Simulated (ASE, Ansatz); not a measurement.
## Electronic structure of random rock-salt alloy of CaS and PbS (64 atoms)

What does DFT give for random rock-salt alloy of CaS and PbS (64 atoms) as built?

Calculated with Ansatz 0.2.0; Kohn-Sham DFT, PBE, PAW (set soft_2), plane waves.

## Step 1: Starting point

The cell holds 64 atoms: 24 Pb, 32 S and 8 Ca. Cell: a = 11.749 Å, b = 11.749 Å, c = 11.749 Å, α = 90.0°, β = 90.0°, γ = 90.0°. It derives from CaS (rock-salt) and PbS, repeated 2×2×2. Rock-salt CaS, 2 x 2 x 2 conventional cells, 24 of 32 Ca sites given to Pb at random (x = 0.750), lattice by Vegard's rule (a = 5.875 Å); not relaxed, displaced by a Gaussian of 0.02 Å.

What the set-up can't give: The host structure and its lattice constant were typed by rule, without a check against the phase diagram. Sampling is at Γ alone, for a cell whose shortest periodic width is 12 Å. No spin–orbit coupling is included, so levels derived from the heavy atoms are approximate.

## Step 2: Plane-wave single point

The electrons are solved once, with the atoms held.

Contents of input.yaml:

```yaml
crystal:
  lattice:
    - [11.749, 0.0, 0.0]
    - [0.0, 11.749, 0.0]
    - [0.0, 0.0, 11.749]
  atoms:
    - { symbol: Pb, position: [0.00094, 0.00448, 0.00047] }
    - { symbol: S, position: [0.25056, 0.00283, 0.99927] }
    - { symbol: Pb, position: [0.99971, 0.25121, 0.24905] }
    - { symbol: S, position: [0.25226, 0.24835, 0.24746] }
    - { symbol: Ca, position: [0.24919, 0.999, 0.25237] }
    - { symbol: S, position: [0.99996, 0.99994, 0.24787] }
    - { symbol: Pb, position: [0.24808, 0.24858, 0.00026] }
    - { symbol: S, position: [0.00119, 0.24891, 0.00081] }
    - { symbol: Pb, position: [0.00224, 0.00012, 0.49936] }
    - { symbol: S, position: [0.24726, 0.99754, 0.49762] }
    - { symbol: Pb, position: [0.99843, 0.24934, 0.75013] }
    - { symbol: S, position: [0.24649, 0.24996, 0.74903] }
    - { symbol: Ca, position: [0.2504, 0.00162, 0.74655] }
    - { symbol: S, position: [0.99889, 0.99974, 0.74991] }
    - { symbol: Pb, position: [0.25169, 0.25071, 0.50042] }
    - { symbol: S, position: [0.00102, 0.25008, 0.5012] }
    - { symbol: Pb, position: [0.00041, 0.4969, 0.00127] }
    - { symbol: S, position: [0.24846, 0.50141, 0.99706] }
    - { symbol: Pb, position: [0.99694, 0.74821, 0.25051] }
    - { symbol: S, position: [0.25243, 0.74838, 0.25106] }
    - { symbol: Pb, position: [0.24897, 0.4991, 0.2516] }
    - { symbol: S, position: [0.00379, 0.49951, 0.25177] }
    - { symbol: Pb, position: [0.25041, 0.75161, 0.99925] }
    - { symbol: S, position: [0.99945, 0.75395, 0.00067] }
    - { symbol: Pb, position: [0.99782, 0.49968, 0.497] }
    - { symbol: S, position: [0.25465, 0.499, 0.50016] }
    - { symbol: Pb, position: [0.99895, 0.74961, 0.75225] }
    - { symbol: S, position: [0.24695, 0.75097, 0.74951] }
    - { symbol: Pb, position: [0.25064, 0.49866, 0.75006] }
    - { symbol: S, position: [0.99837, 0.4972, 0.74821] }
    - { symbol: Ca, position: [0.25007, 0.75084, 0.49928] }
    - { symbol: S, position: [0.9998, 0.75026, 0.50004] }
    - { symbol: Ca, position: [0.50171, 0.00122, 0.99954] }
    - { symbol: S, position: [0.74809, 0.9988, 0.99984] }
    - { symbol: Pb, position: [0.49903, 0.24826, 0.25105] }
    - { symbol: S, position: [0.74997, 0.25114, 0.24884] }
    - { symbol: Pb, position: [0.74793, 0.0006, 0.25096] }
    - { symbol: S, position: [0.50004, 0.001, 0.24821] }
    - { symbol: Pb, position: [0.74864, 0.2499, 0.00122] }
    - { symbol: S, position: [0.4984, 0.25107, 0.00208] }
    - { symbol: Ca, position: [0.50017, 0.99893, 0.49743] }
    - { symbol: S, position: [0.75146, 0.99789, 0.5009] }
    - { symbol: Pb, position: [0.49897, 0.24866, 0.75125] }
    - { symbol: S, position: [0.75256, 0.25096, 0.75196] }
    - { symbol: Pb, position: [0.74825, 0.0007, 0.75104] }
    - { symbol: S, position: [0.50029, 0.00046, 0.7483] }
    - { symbol: Ca, position: [0.74795, 0.25115, 0.49954] }
    - { symbol: S, position: [0.49789, 0.25044, 0.49883] }
    - { symbol: Ca, position: [0.50129, 0.49794, 0.99864] }
    - { symbol: S, position: [0.75092, 0.4999, 0.00086] }
    - { symbol: Pb, position: [0.5013, 0.75021, 0.25206] }
    - { symbol: S, position: [0.74852, 0.74965, 0.24863] }
    - { symbol: Pb, position: [0.74818, 0.49694, 0.24977] }
    - { symbol: S, position: [0.49624, 0.50329, 0.24817] }
    - { symbol: Pb, position: [0.75368, 0.74832, 0.00292] }
    - { symbol: S, position: [0.49888, 0.75057, 0.00213] }
    - { symbol: Pb, position: [0.49972, 0.50082, 0.50086] }
    - { symbol: S, position: [0.752, 0.49924, 0.49937] }
    - { symbol: Ca, position: [0.50231, 0.7497, 0.74989] }
    - { symbol: S, position: [0.75098, 0.74827, 0.74941] }
    - { symbol: Pb, position: [0.75247, 0.49989, 0.74783] }
    - { symbol: S, position: [0.50093, 0.5006, 0.74792] }
    - { symbol: Pb, position: [0.74896, 0.75221, 0.49997] }
    - { symbol: S, position: [0.50123, 0.74737, 0.50004] }
kpoints:
  mp_grid: { grid: [1, 1, 1] }
hamiltonian:
  xc: pbe
scf:
  occupations: { method: fermi_dirac, width: 0.025 }
output:
  forces: true
  stress: true
  populations: true
  dos:
    method: { smearing: { sigma: 0.08 } }
    de: 0.1
    projected: { site_lists: { Ca: [Ca], Pb: [Pb], S: [S] } }
  eigenvalues: true
  write_density: true
  write_potential: true
  volumetric_format: npy
```

Launch:

```bash
$ ansatz run input.yaml --threads 8 --pin off --max-ram 15872MiB --backend cpu --events-out ev --progress --plain --runs-dir out
```

Numbers of over 12 decimals in the logs are rounded to 6 here.

What it wrote:

```text
Engine: ansatz 0.2.0, aarch64-unknown-linux-gnu
Pseudopotentials: kind: paw
Pseudopotential: Pb, paw, valence charge 14, recommended cutoff 420 eV (normal), Pb.paw.azcp
Pseudopotential: S, paw, valence charge 6, recommended cutoff 420 eV (normal), S.paw.azcp
Pseudopotential: Ca, paw, valence charge 10, recommended cutoff 420 eV (normal), Ca.paw.azcp
Functional definition: PBE
  parameter kappa = 0.804
  parameter beta = 0.066725
  exchange = pbe_x(kappa = kappa, mu = beta*pi^2/3)
  correlation = pbe_c(beta = beta)
Crystal: 64 atoms, lattice volume = 1621.820 Å³
Basis set: ecut = 420 eV, 31559 PW (Γ), exchange–correlation on 160×160×160 points (8 copies of the dense FFT grid, shifted against one another)
Bands: 368, of which v1, the nominal top of the filled ones, is band 304 counted from 1 (303 counted from 0)
Symmetry: 1 space group operations
Space group: P1 (ITA 1), of the structure as read, at distance tolerance 1.2e-4 Å
k-points: 1
Non-local potential: Pb, projectors of the file, l = 0: 2, l = 1: 2, l = 2: 2, l = 3: 2
Non-local potential: S, projectors of the file, l = 0: 2, l = 1: 2, l = 2: 2
Non-local potential: Ca, projectors of the file, l = 0: 3, l = 1: 2, l = 2: 2
PAW form: soft (Blöchl's): semilocal exchange-correlation on the pseudo side does not see the compensation charge
PAW one-centre angular grid: Pb, 590 points (default); XC on 64 Gauss nodes
PAW one-centre angular grid: S, 110 points (default); XC on 64 Gauss nodes
PAW one-centre angular grid: Ca, 110 points (default); XC on 64 Gauss nodes
Initial density: superposition of atomic densities (neutral atoms: chi_scale 0, normalization atom), corrected by the library's trained network
Initial wavefunctions: pseudopotential atomic-orbital guess
Functional: x = pbe(κ = 0.804, μ = 0.219515), c = pbe(β = 0.066725)
SCF iter   1: F=—  HF=-329204.301803 eV  |F-HF|=—  |Δ(HF+E_count)|=         —  Δρ=5.85e-3  dr2=8.03e-1  ethr=1.77e-3  ⟨swp⟩=7.0  Hψ=1564  notcnv=0  defer=39
preconditioner: auto → Resta (q_TF=auto, 2.317 Å⁻¹)  ε∞=3.5  [insulator: Δε(μ)=0.816 eV  Ē_g=14.121 eV  σ=0.025 eV  W_gap=1.00  n_scr=340 (ndim 8)  ℏωp=22.4 eV  f_vac=0.000  D(μ)=0.00/eV (n_scr^D=0)  ε∞_Penn≈3.5]
SCF iter   2: F=—  HF=-329204.147937 eV  |F-HF|=—  |Δ(HF+E_count)|=   1.54e-1  Δρ=2.69e-3  dr2=1.12e-1  ethr=1.32e-4  ⟨swp⟩=3.0  Hψ=479  notcnv=0  defer=49
SCF iter   3: F=—  HF=-329204.136680 eV  |F-HF|=—  |Δ(HF+E_count)|=   1.13e-2  Δρ=9.64e-4  dr2=1.75e-2  ethr=1.84e-5  ⟨swp⟩=2.0  Hψ=430  notcnv=0  defer=49
SCF iter   4: F=—  HF=-329204.136269 eV  |F-HF|=—  |Δ(HF+E_count)|=   4.11e-4  Δρ=2.07e-4  dr2=1.57e-3  ethr=2.88e-6  ⟨swp⟩=2.0  Hψ=435  notcnv=0  defer=49
SCF iter   5: F=—  HF=-329204.136375 eV  |F-HF|=—  |Δ(HF+E_count)|=   1.06e-4  Δρ=7.49e-5  dr2=1.20e-4  ethr=2.59e-7  ⟨swp⟩=2.0  Hψ=420  notcnv=0  defer=49
SCF iter   6: F=—  HF=-329204.136344 eV  |F-HF|=—  |Δ(HF+E_count)|=   3.12e-5  Δρ=2.44e-5  dr2=2.48e-5  ethr=1.98e-8  ⟨swp⟩=2.0  Hψ=470  notcnv=0  defer=49
SCF iter   7: F=—  HF=-329204.138711 eV  |F-HF|=—  |Δ(HF+E_count)|=   2.37e-3  Δρ=8.33e-6  dr2=1.97e-6  ethr=4.09e-9  ⟨swp⟩=2.0  Hψ=672  notcnv=0  defer=49
SCF iter   8: F=—  HF=-329204.138712 eV  |F-HF|=—  |Δ(HF+E_count)|=   8.80e-7  Δρ=3.18e-6  dr2=2.74e-7  ethr=3.24e-10  ⟨swp⟩=2.0  Hψ=439  notcnv=0  defer=49
SCF iter   9: F=-329204.138712 eV  HF=-329204.138712 eV  |F-HF|=5.83e-8  |Δ(HF+E_count)|=   2.42e-7  Δρ=1.42e-6  dr2=9.48e-8  ethr=1.64e-11  ⟨swp⟩=21.0  Hψ=3392  notcnv=0
SCF 1 converged in 9 iterations: F = -329204.138712 eV  dr2 = 9.48e-8
  greatest PAW one-centre occupation: 0.995 electrons in one spin orbital (limit 2), on the Ca atom at site 58 (counted from 0), in its partial waves of l = 0
SCF converged after 9 iterations
Free energy (F): -329204.138712 eV
Harris-Foulkes:  -329204.138712 eV  (|F-HF|=5.83e-8)
Internal energy: -329204.138711 eV  (E = F + TS)
E sigma→0 (E₀):  -329204.138711 eV
Entropy (-TS):   -0.000000 eV (-0.000 meV/atom)
Fermi energy:    8.566879 eV
--- Per-component energies (eV) ---
  E_band       = -2384.622936
  E_kinetic    = 12568.717686
  E_local      = -36562.392937  (includes V_loc(G=0)·N_el)
  E_nonlocal   = 9815.084133
  E_hartree    = 13883.207778
  E_xc         = -9551.063904
  E_vxc        = -7400.229385  (∫ρ·V_xc dr)
  E_paw        = -275731.865295  (= ΣΔE_a)
  E_vpaw       = -8572.205079  (= ΣTr[D̂ρ^β])
  E_aug_tail   = 0.001207  (compensation charges beyond the density's cutoff)
  E_ewald      = -43625.827378
  E_smearing   = -0.000000  (= −TS)
  E_closure    = 0.000000  (closes the sum)
  Σ components = -329204.138712   (vs F -329204.138712, Δ=0.00e0)
--- Forces (eV/Å), atoms counted from 1 ---
  atom   1  Pb    -0.05073021    -0.21509490    -0.00896602
  atom   2  S      0.32617968    -0.04874899    -0.01866043
  atom   3  Pb     0.02735917    -0.06071446     0.07537297
  atom   4  S     -0.07757001    -0.32403652    -0.08154205
  atom   5  Ca    -0.03593729     0.02841118    -0.24404493
  atom   6  S      0.27886226    -0.00214232     0.11139823
  atom   7  Pb     0.04648595     0.08834451     0.02651564
  atom   8  S      0.00020406     0.18394210     0.10521945
  atom   9  Pb    -0.16759476    -0.01931851     0.01313736
  atom  10  S      0.60199152    -0.33575689     0.08858608
  atom  11  Pb    -0.00734204     0.08587803    -0.04716124
  atom  12  S      0.23004740    -0.31597021     0.08535316
  atom  13  Ca    -0.17887001    -0.01713014     0.16299060
  atom  14  S      0.28935119    -0.00996969    -0.11364239
[...]
atom  63  Pb     0.24380802    -0.12910513     0.03739886
  atom  64  S     -0.49134411     0.61798492     0.49131917
  max |Σ_I F_I| component: 2.56e-4 eV/Å
--- Stress (GPa, compression-positive) ---
        3.340247       0.011848      -0.007096
        0.011848       3.907556       0.009468
       -0.007096       0.009468       4.439573
  P = ⅓ Tr σ = 3.8958 GPa (38.958 kbar)
--- Band table (eV) ---
  k-point 0: bands = ["-32.7475", "-32.6469", "-32.6309", "-32.5619", [... 352 levels ...], "11.8863", "11.8963", "11.9500", "11.9723", "12.0246", "12.0395", "12.0974", "12.1549", "12.1824", "12.2127", "12.2260", "12.2495"]
--- Löwdin populations: 64 sites ---
  site symbol       q [e]
     0     Pb     13.4659
     1      S      6.8636
     2     Pb     13.4225
[...]
63      S      6.8089
  spilling = 0.006323 (of n_electrons = 608.000000)
```

Elapsed: 14 s, on 8 threads of Arm Neoverse V1, shared host; peak memory 2 GiB; 1.7 min of CPU time.

In the SCF lines HF is the Harris–Foulkes energy and dr2 the Hartree energy of the density residual, in eV; the loop may stop once dr2 is under the threshold and the program's other checks hold. Hψ counts applications of the Hamiltonian.

The run gave:

```
free energy                                      : -329204.1387 eV
free energy per atom                             : -5143.8147 eV/atom
SCF cycles                                       : 9
pressure                                         : 3.896 GPa
r.m.s. force component                           : 0.2067 eV/Å
longest force                                    : 0.9299 eV/Å
Fermi energy                                     : 8.567 eV
gap (highest filled to lowest empty level) : 0.7693 eV
spilling of the projection                       : 0.006323
```

Length of the force by element:

| element | coordination | atoms | mean length of the force (eV/Å) | spread | least | most |
| --- | --- | --- | --- | --- | --- | --- |
| Ca | all | 8 | 0.178 | 0.0679 | 0.0682 | 0.248 |
| Pb | all | 24 | 0.155 | 0.0599 | 0.0642 | 0.278 |
| S | all | 32 | 0.438 | 0.187 | 0.111 | 0.930 |

Löwdin charges by element (they lack the spilled electrons, 0.060 e an atom on average):

| element | coordination | atoms | mean charge (e) | spread | least | most |
| --- | --- | --- | --- | --- | --- | --- |
| Ca | all | 8 | 1.56 | 0.0153 | 1.54 | 1.59 |
| Pb | all | 24 | 0.550 | 0.0206 | 0.507 | 0.580 |
| S | all | 32 | -0.683 | 0.126 | -0.980 | -0.513 |

Charge against the make-up of the first shell:

| Ca neighbours of S | atoms | mean charge (e) |
| --- | --- | --- |
| 0 | 5 | -0.524 |
| 1 | 15 | -0.625 |
| 2 | 5 | -0.736 |
| 3 | 5 | -0.848 |
| 4 | 2 | -0.973 |

Density of states as counts of states in windows of 1 eV (from the Fermi level), total and the larger projections:

| from (eV) | to (eV) | total | S p | Pb p | Pb s | S s |
| --- | --- | --- | --- | --- | --- | --- |
| -14 | -13 | 13.5 | 0.2 | 1.4 | 2.2 | 8.9 |
| -13 | -12 | 50.3 | 0.2 | 6.1 | 1.5 | 41.0 |
| -12 | -11 | 0.2 | 0.0 | 0.0 | 0.0 | 0.1 |
| -11 | -10 | 0.0 | 0.0 | 0.0 | 0.0 | 0.0 |
| -10 | -9 | 6.6 | 1.8 | 0.0 | 4.6 | 0.2 |
| -9 | -8 | 26.5 | 5.0 | 0.0 | 19.4 | 1.9 |
| -8 | -7 | 12.9 | 1.5 | 0.0 | 9.2 | 2.1 |
| -7 | -6 | 2.0 | 0.2 | 0.0 | 1.2 | 0.6 |
| -6 | -5 | 6.0 | 3.3 | 2.6 | 0.0 | 0.0 |
| -5 | -4 | 30.4 | 19.4 | 10.4 | 0.0 | 0.1 |
| -4 | -3 | 51.3 | 38.5 | 9.6 | 0.5 | 0.6 |
| -3 | -2 | 63.8 | 57.8 | 2.9 | 0.7 | 0.2 |
| -2 | -1 | 29.0 | 21.1 | 1.7 | 5.1 | 0.1 |
| -1 | 0 | 11.4 | 7.4 | 0.6 | 2.9 | 0.1 |
| 0 | 1 | 8.0 | 0.4 | 5.6 | 0.0 | 1.5 |
| 1 | 2 | 41.1 | 3.2 | 28.9 | 0.0 | 3.0 |
| 2 | 3 | 35.3 | 3.4 | 17.3 | 0.0 | 0.9 |

The curve was stored every 0.10 eV, coarse against its broadening of 0.08 eV, so these counts are rough.

Between -26 and -14 eV lie 288 more states.

The levels nearest the highest filled one (over half full), pooled over k-points and spins:

| level less the highest filled one (eV) | occupation |
| --- | --- |
| -0.586 | 2 |
| -0.560 | 2 |
| -0.197 | 2 |
| -0.193 | 2 |
| -0.126 | 2 |
| 0 | 2 |
| 0.769 | 0 |
| 0.796 | 0 |
| 0.800 | 0 |
| 0.892 | 0 |
| 1.59 | 0 |
| 1.61 | 0 |

Electrostatic potential energy in the ac plane at fractional y = 0.000, with atoms of Pb and S and Ca within 0.2 Å of it. With pseudopotentials it is smooth inside the atoms' cores, unlike the true potential.

Ten even steps from '0' (-35 eV) to '9' (11 eV), each cell a mean:
```
202799512158985100279972113799611
247999865689998645789997667999863
899999999999999989999999999999998
899999988899999999999998668999999
358998632368998533699962002699963
315997300037996122289830330389832
226998400037996221389840110489841
579999754578999756899985235899986
999999988899999999999999889999999
678999998999999888899999889999987
015899743489997423589996335899731
311798313148984000179972221699502
202798412159985000279983112799611
237999865689998645789998668999863
889999999999999988999999999999998
899999887889999989999997668999999
358998631268998533699962002699974
315997300037995122289830330389831
226998400048996221389840110489841
579999765679999756899984225899986
999999999999999999999999889999999
678999999999999888899999899999987
015899743479997422589985336899731
311798413148985000169971222799502
```
Columns run along a (11.7 Å; values clipped at the 3rd and 97th percentile), rows up along c (11.7 Å). Atoms in or near the plane, at fractional coordinates: Pb at (0.00, 0.00), S at (0.25, 0.00), Ca at (0.25, 0.25), S at (0.00, 0.25), Pb at (0.00, 0.50), S at (0.25, 0.50), Ca at (0.25, 0.75), S at (0.00, 0.75), Ca at (0.50, 0.00), S at (0.75, 0.00), Pb at (0.75, 0.25), S at (0.50, 0.25), Ca at (0.50, 0.50), S at (0.75, 0.50) and more.

Valence density in the ac plane at fractional y = 0.000, with atoms of Pb and S and Ca within 0.2 Å of it. It is the smooth field of the valence electrons, not physical close to the nuclei.

Ten steps, logarithmic in the rise over the least value, from '0' (0.05 × 1e0 e/Å³) to '9' (8.45 × 1e0 e/Å³), each cell a mean:
```
986323554553114788631245555422468
653112345432101455310134444211245
221000122210000111100012222100012
332000012200001233210013333100123
554211367641123555431246776421345
355312689863134544542358998522454
454312589862124545542257997522355
443100256530013454421134664211234
221000012100001222100012222100112
332101233321000122100012333100123
764212455542103576410134555321357
986323553553225899731245445432479
986323554553115788631245555422468
653212345432002455310124444211245
221000122210000121100012222100012
332100123210002333210013433100123
553211467641123555431246776421345
355313689863134544542358998522454
454312588852124545532257997522355
543100245420013454421134664211234
221000011100001222100012222100122
332001233321000122100012332100123
764212455542113577521234554321357
986323553553225899732245445422479
```
Columns run along a (11.7 Å), rows up along c (11.7 Å). Atoms in or near the plane, at fractional coordinates: Pb at (0.00, 0.00), S at (0.25, 0.00), Ca at (0.25, 0.25), S at (0.00, 0.25), Pb at (0.00, 0.50), S at (0.25, 0.50), Ca at (0.25, 0.75), S at (0.00, 0.75), Ca at (0.50, 0.00), S at (0.75, 0.00), Pb at (0.75, 0.25), S at (0.50, 0.25), Ca at (0.50, 0.50), S at (0.75, 0.50) and more.

Mean Löwdin charges: Ca +1.56, Pb +0.55, S -0.68 e (they miss 0.63 % of the electrons, so they add up to more than the cell's charge). The charge on S changes by -0.111 e for each Ca neighbour that takes the place of another kind, on average. The largest share in the top eV of filled states is S p (71 % of the projected weight), and in the lowest eV of empty states Pb p (74 % of the projected weight).

[end of part 1 of 2]

[Logs are printed without paths, hosts, clocks, repeated set-up lines and the standing remarks that a program may print on its own settings, such as how far it seeks lower states.]

[Hosts, paths, dates, database ids (printed as entryN), source tags and the programs' standing remarks are cut or masked in the printed files.]
